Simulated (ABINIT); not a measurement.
# MgS (Niningerite): G0W0 in ABINIT against the bands in the screening

Wanted: the cheapest bands in the screening that holds the gap of MgS (Niningerite).

Main program and level: ABINIT 10.8.3; LDA and many-body steps on it, plane waves.

## 1. The starting structure

Symmetry: Fm-3m, No. 225, cubic system. Conventional cell: a = 5.203 Å, b = 5.203 Å, c = 5.203 Å, α = 90.00°, β = 90.00°, γ = 90.00°. Mg has 6 S at 2.60 Å nearest. Nearest to S lie 6 Mg at 2.60 Å. Farther neighbours, and contacts between anions beyond the nearest, are not listed.

The cell and positions come from the Crystallography Open Database and are kept as given unless a step says otherwise.

## 2. Screening, 4×4×4 mesh, 16 bands, screening to 130.6 eV

This step: ABINIT 10.8.3; RPA screening on LDA, plane waves, norm-conserving pseudopotentials.

The RPA dielectric matrix is built and inverted for each q.

run.abi

```
acell 3*1.0 Angstrom
rprim 
  0.000000000000 2.601650000000 2.601650000000
  2.601650000000 0.000000000000 2.601650000000
  2.601650000000 2.601650000000 0.000000000000
ntypat 2
znucl 12 16
natom 2
typat 1 2
xred 
  0.000000000000 0.000000000000 0.000000000000
  0.500000000000 0.500000000000 0.500000000000
pp_dirpath "pseudos"
pseudos "Mg.upf, S.upf"
ecut 38
ngkpt 4 4 4
nshiftk 1
shiftk 0 0 0
kptopt 1
chksymbreak 0
istwfk *1
occopt 1
irdwfk 1
optdriver 3
nband 16
ecuteps 4.8
inclvkb 2
awtr 1
symchi 1
indata_prefix "in"
outdata_prefix "out"
tmpdata_prefix "tmp"
```

Run with:

```bash
> OMP_NUM_THREADS=1 mpirun -n 4 abinit run.abi > log
```

Output:

```text
.Version 10.8.3 of ABINIT. v10.8.2 released Aug 2026.

 Symmetries : space group Fm -3 m (#225); Bravais cF (face-center cubic)
[... echo of the input left out ...]
== DATASET  1 ==================================================================
-   mpi_nproc: 4, omp_nthreads: 1 (-1 if OMP is not activated)

--- !DatasetInfo
iteration_state: {dtset: 1, }
dimensions: {natom: 2, nkpt: 8, mband: 16, nsppol: 1, nspinor: 1, nspden: 1, mpw: 2698, }
cutoff_energies: {ecut:  38.0, pawecutdg:  -1.0, }
electrons: {nelect:   1.60000000E+01, charge:   0.00000000E+00, occopt:   1.00000000E+00, tsmear:   1.00000000E-02, }

 SCREENING: Calculation of the susceptibility and dielectric matrices

 Based on a program developped by R.W. Godby, V. Olevano, G. Onida, and L. Reining.
 Incorporated in ABINIT by V. Olevano, G.-M. Rignanese, and M. Torrent.
.Using double precision arithmetic ; gwpc =  8

[... cell and pseudopotentials left out ...]
--------------------------------------------------------------------------------

 ==== K-mesh for the wavefunctions ====
 Number of points in the irreducible wedge :     8
[... list of points left out ...]
 Together with 48 symmetry operations and time-reversal symmetry
 yields    64 points in the full Brillouin Zone.

 ==== Q-mesh for the screening function ====
 Number of points in the irreducible wedge :     8
[... list of points left out ...]
 Together with 48 symmetry operations and time-reversal symmetry
 yields    64 points in the full Brillouin Zone.

 setmesh: FFT mesh size selected  =    25x   25x   25
          total number of points  =        15625

 vcoul_init : cutoff-mode = AUXILIARY_FUNCTION
 q-points for optical limit:   1
     1)      0.000010    0.000020    0.000030

- screening: taking advantage of time-reversal symmetry
- Maximum band index for partially occupied states nbvw = 8
- Remaining bands to be divided among processors   nbcw = 8
- Number of bands treated by each node ~2

 Number of electrons calculated from density =   16.0000; Expected =   16.0000
 average of density, n =  0.067320
 r_s =    1.5249
 omega_plasma =   25.0282 [eV]

 calculating chi0 at frequencies [eV] :
  1    0.000000E+00    0.000000E+00
  2    0.000000E+00    2.502816E+01

--------------------------------------------------------------------------------
  q-point number  1        q = ( 0.000000, 0.000000, 0.000000) [r.l.u.]
--------------------------------------------------------------------------------
[... chi0 elements left out ...]
 For q-point:  0.000010 0.000020 0.000030
  dielectric constant =   6.4708
  dielectric constant without local fields =   7.5037

  Average fulfillment of the sum rule on Im[epsilon] for q-point    1 :     12.67  [%]
[... wings left out ...]
  q-point number  2        q = ( 0.250000, 0.000000, 0.000000) [r.l.u.]
--------------------------------------------------------------------------------
[... chi0 elements left out ...]
  Average fulfillment of the sum rule on Im[epsilon] for q-point    2 :     35.58  [%]

 [... 6 further q-points ...]
```

Run time: 7.1 s. Hardware: 4 MPI ranks of Arm Neoverse N1, shared host; peak memory 0.4 GiB; 20 s of CPU time.

This step gave:

```yaml
eps_infinity_with_local_fields_on_this_mesh: 6.471
eps_infinity_without_local_fields_on_this_mesh: 7.504
plasma_frequency: 25.03 eV
plane_waves_in_the_screening_matrix: 113
```

Local fields lower ε∞ by 14 %. On a Γ-centred mesh this coarse the value itself is usually too large, while a short band sum pulls it down.

## 3. 16 bands

The self-energy is evaluated for the states that the input lists, and the quasiparticle equation is solved.

This step: G0W0 on LDA, plane waves, norm-conserving pseudopotentials.

run.abi, as its differences from that of step 2:

```diff
@@ -23,8 +23,17 @@
 irdwfk 1
-optdriver 3
-nband 16
+optdriver 4
+nband 34
+gwcalctyp 0
+ecutsigx 38
+symsigma 1
+nkptgw 2
+kptgw 
+  0.0000000000 0.0000000000 0.0000000000
+  0.5000000000 0.5000000000 0.0000000000
+bdgw 
+  6 12
+  7 10
 ecuteps 4.8
-inclvkb 2
-awtr 1
-symchi 1
+irdscr 1
+ppmodel 1
 indata_prefix "in"
```

Output:

```text
.Version 10.8.3 of ABINIT. v10.8.2 released Aug 2026.

 Symmetries : space group Fm -3 m (#225); Bravais cF (face-center cubic)
[... echo of the input left out ...]
== DATASET  1 ==================================================================
-   mpi_nproc: 4, omp_nthreads: 1 (-1 if OMP is not activated)

--- !DatasetInfo
iteration_state: {dtset: 1, }
dimensions: {natom: 2, nkpt: 8, mband: 34, nsppol: 1, nspinor: 1, nspden: 1, mpw: 2698, }
cutoff_energies: {ecut:  38.0, pawecutdg:  -1.0, }
electrons: {nelect:   1.60000000E+01, charge:   0.00000000E+00, occopt:   1.00000000E+00, tsmear:   1.00000000E-02, }

 SIGMA: Calculation of the GW corrections

 Based on a program developped by R.W. Godby, V. Olevano, G. Onida, and L. Reining.
 Incorporated in ABINIT by V. Olevano, G.-M. Rignanese, and M. Torrent.
.Using double precision arithmetic ; gwpc =  8

[... cell and pseudopotentials left out ...]
--------------------------------------------------------------------------------

 ==== K-mesh for the wavefunctions ====
 Number of points in the irreducible wedge :     8
[... list of points left out ...]
 Together with 48 symmetry operations and time-reversal symmetry
 yields    64 points in the full Brillouin Zone.

 ==== Q-mesh for screening function ====
 Number of points in the irreducible wedge :     8
[... list of points left out ...]
 Together with 48 symmetry operations and time-reversal symmetry
 yields    64 points in the full Brillouin Zone.

 vcoul_init : cutoff-mode = AUXILIARY_FUNCTION
 q-points for optical limit:   1
     1)      0.000010    0.000020    0.000030
 setmesh: FFT mesh size selected  =    40x   40x   40
          total number of points  =        64000

 Number of electrons calculated from density =   16.0000; Expected =   16.0000
 average of density, n =  0.067320
 r_s =    1.5249
 omega_plasma =   25.0282 [eV]

 === KS Band Gaps ===
  >>>> For spin  1
   Minimum direct gap =   3.4763 [eV], located at k-point      :   0.0000  0.0000  0.0000
   Fundamental gap    =   2.5588 [eV], Top of valence bands at :   0.0000  0.0000  0.0000
                                       Bottom of conduction at :   0.5000  0.5000  0.0000
 SIGMA fundamental parameters:
 PLASMON POLE MODEL  1
 number of plane-waves for SigmaX                 2685
 number of plane-waves for SigmaC and W            113
 number of plane-waves for wavefunctions          2685
 number of bands                                    34
 number of independent spin polarizations            1
 number of spinorial components                      1
 number of k-points in IBZ                           8
 number of q-points in IBZ                           8
 number of symmetry operations                      48
 number of k-points in BZ                           64
 number of q-points in BZ                           64
 number of frequencies for dSigma/dE                 9
 frequency step for dSigma/dE [eV]                0.25
 number of omega for Sigma on real axis              0
 max omega for Sigma on real axis  [eV]           0.00
 zcut for avoiding poles [eV]                     0.10

 EPSILON^-1 parameters (SCR file):
 dimension of the eps^-1 matrix on file            113
 dimension of the eps^-1 matrix used               113
 number of plane-waves for wavefunctions          2685
 number of bands                                    16
 number of q-points in IBZ                           8
 number of frequencies                               2
 number of real frequencies                          1
 number of imag frequencies                          1

 matrix elements of self-energy operator (all in [eV])

 Perturbative Calculation

--- !SelfEnergy_ee
iteration_state: {dtset: 1, }
kpoint     : [   0.000,    0.000,    0.000, ]
spin       : 1
KS_gap     :    3.476
QP_gap     :    5.169
Delta_QP_KS:    1.693
data: !SigmaeeData |
     Band     E0 <VxcDFT>   SigX SigC(E0)      Z dSigC/dE  Sig(E)    E-E0       E
        6   4.124 -13.284 -16.382   2.501   0.783  -0.277 -13.752  -0.467   3.657
        7   4.124 -13.284 -16.382   2.501   0.783  -0.277 -13.752  -0.467   3.657
        8   4.124 -13.284 -16.382   2.501   0.783  -0.277 -13.752  -0.467   3.657
        9   7.600 -11.356  -6.443  -3.403   0.812  -0.232 -10.131   1.225   8.826
       10  11.957  -9.766  -4.442  -3.645   0.815  -0.227  -8.397   1.369  13.326
       11  11.957  -9.766  -4.442  -3.645   0.815  -0.227  -8.397   1.369  13.326
       12  11.957  -9.766  -4.442  -3.645   0.815  -0.227  -8.397   1.369  13.326

--- !SelfEnergy_ee
iteration_state: {dtset: 1, }
kpoint     : [   0.500,    0.500,    0.000, ]
spin       : 1
KS_gap     :    4.261
QP_gap     :    6.202
Delta_QP_KS:    1.941
data: !SigmaeeData |
     Band     E0 <VxcDFT>   SigX SigC(E0)      Z dSigC/dE  Sig(E)    E-E0       E
        7   2.422 -12.459 -16.032   2.855   0.776  -0.289 -13.016  -0.557   1.865
        8   2.422 -12.459 -16.032   2.855   0.776  -0.289 -13.016  -0.557   1.865
        9   6.683 -10.852  -6.192  -2.972   0.820  -0.220  -9.468   1.384   8.067
       10   8.392  -8.957  -4.414  -3.180   0.825  -0.212  -7.833   1.124   9.516

== END DATASET(S) ==============================================================
================================================================================

 -outvars: echo values of variables after computation  --------
           etotal      0.0000000000E+00
            nband          34
             nkpt           8
          spgroup         225
 [... the other variables as echoed above ...]

 Calculation completed.
```

Wall time 7.5 s (4 MPI ranks); peak memory 0.42 GiB.

Read from the output:

| Property | Result |
| --- | --- |
| G0W0 gap on the mesh | 4.41 eV |
| starting gap on the mesh | 2.559 eV |
| k of the valence top | 0, 0, 0 |
| k of the conduction bottom | 0.5, 0.5, 0 |
| Z at the valence top | 0.783 |
| Z at the conduction bottom | 0.82 |
| least direct G0W0 gap on the computed points | 5.169 eV |

The gap on the mesh goes from 2.56 eV to 4.41 eV, a correction of +1.85 eV.

## 4. Screening, 4×4×4 mesh, 34 bands, screening to 130.6 eV

This step: RPA screening on LDA, plane waves, norm-conserving pseudopotentials.

run.abi, as its differences from that of step 3:

```diff
@@ -23,17 +23,8 @@
 irdwfk 1
-optdriver 4
+optdriver 3
 nband 34
-gwcalctyp 0
-ecutsigx 38
-symsigma 1
-nkptgw 2
-kptgw 
-  0.0000000000 0.0000000000 0.0000000000
-  0.5000000000 0.5000000000 0.0000000000
-bdgw 
-  6 12
-  7 10
 ecuteps 4.8
-irdscr 1
-ppmodel 1
+inclvkb 2
+awtr 1
+symchi 1
 indata_prefix "in"
```

Output:

```text
.Version 10.8.3 of ABINIT. v10.8.2 released Aug 2026.

 Symmetries : space group Fm -3 m (#225); Bravais cF (face-center cubic)
[... echo of the input left out ...]
== DATASET  1 ==================================================================
-   mpi_nproc: 4, omp_nthreads: 1 (-1 if OMP is not activated)

--- !DatasetInfo
iteration_state: {dtset: 1, }
dimensions: {natom: 2, nkpt: 8, mband: 34, nsppol: 1, nspinor: 1, nspden: 1, mpw: 2698, }
cutoff_energies: {ecut:  38.0, pawecutdg:  -1.0, }
electrons: {nelect:   1.60000000E+01, charge:   0.00000000E+00, occopt:   1.00000000E+00, tsmear:   1.00000000E-02, }

 SCREENING: Calculation of the susceptibility and dielectric matrices

 Based on a program developped by R.W. Godby, V. Olevano, G. Onida, and L. Reining.
 Incorporated in ABINIT by V. Olevano, G.-M. Rignanese, and M. Torrent.
.Using double precision arithmetic ; gwpc =  8

[... cell and pseudopotentials left out ...]
--------------------------------------------------------------------------------

 ==== K-mesh for the wavefunctions ====
 Number of points in the irreducible wedge :     8
[... list of points left out ...]
 Together with 48 symmetry operations and time-reversal symmetry
 yields    64 points in the full Brillouin Zone.

 ==== Q-mesh for the screening function ====
 Number of points in the irreducible wedge :     8
[... list of points left out ...]
 Together with 48 symmetry operations and time-reversal symmetry
 yields    64 points in the full Brillouin Zone.

 setmesh: FFT mesh size selected  =    25x   25x   25
          total number of points  =        15625

 vcoul_init : cutoff-mode = AUXILIARY_FUNCTION
 q-points for optical limit:   1
     1)      0.000010    0.000020    0.000030

- screening: taking advantage of time-reversal symmetry
- Maximum band index for partially occupied states nbvw = 8
- Remaining bands to be divided among processors   nbcw = 26
- Number of bands treated by each node ~6

 Number of electrons calculated from density =   16.0000; Expected =   16.0000
 average of density, n =  0.067320
 r_s =    1.5249
 omega_plasma =   25.0282 [eV]

 calculating chi0 at frequencies [eV] :
  1    0.000000E+00    0.000000E+00
  2    0.000000E+00    2.502816E+01

--------------------------------------------------------------------------------
  q-point number  1        q = ( 0.000000, 0.000000, 0.000000) [r.l.u.]
--------------------------------------------------------------------------------
[... chi0 elements left out ...]
 For q-point:  0.000010 0.000020 0.000030
  dielectric constant =   6.5413
  dielectric constant without local fields =   7.5410

  Average fulfillment of the sum rule on Im[epsilon] for q-point    1 :     37.09  [%]
[... wings left out ...]
  q-point number  2        q = ( 0.250000, 0.000000, 0.000000) [r.l.u.]
--------------------------------------------------------------------------------
[... chi0 elements left out ...]
  Average fulfillment of the sum rule on Im[epsilon] for q-point    2 :     50.50  [%]

 [... 6 further q-points ...]
```

The job ended after 14 s (4 MPI ranks; peak memory 0.44 GiB).

Read from the output:

- ε∞ with local fields, on this mesh: 6.541
- ε∞ without local fields, on this mesh: 7.541
- plasma frequency: 25.03 eV
- plane waves in the screening matrix: 113

[end of part 1 of 2]

[Long decimals in the printed logs are rounded to 6 places.]

[Logs are printed without paths, hosts, clocks, repeated set-up lines and the standing remarks that a program may print on its own settings, such as how far it seeks lower states.]

[Paths, hosts, dates, memory and timing lines, banners, echoed tables and standing remarks are left out of the program output; an Ansatz launch command may be rebuilt from the run's recorded settings. Measured values are a selection of at most five: reports struck by readers or far from the other reports are left out. None is set beside runs whose start may be inverted or whose files or cutoffs have a known fault.]

[Runs of the session that timed out or met a known fault of the program may be left out.]

[Hosts, paths, dates, database ids (printed as entryN), source tags and the programs' standing remarks are cut or masked in the printed files.]

[G0W0 gaps are taken among the corrected bands and points alone; a level outside them can change the order at an edge.]

[Where Ansatz stands beside ABINIT at settings called matched, ABINIT's density can come from a denser mesh and the files from another edition; pairs whose starting gaps differed by over 0.03 eV were left out, so agreement reads better than it is.]
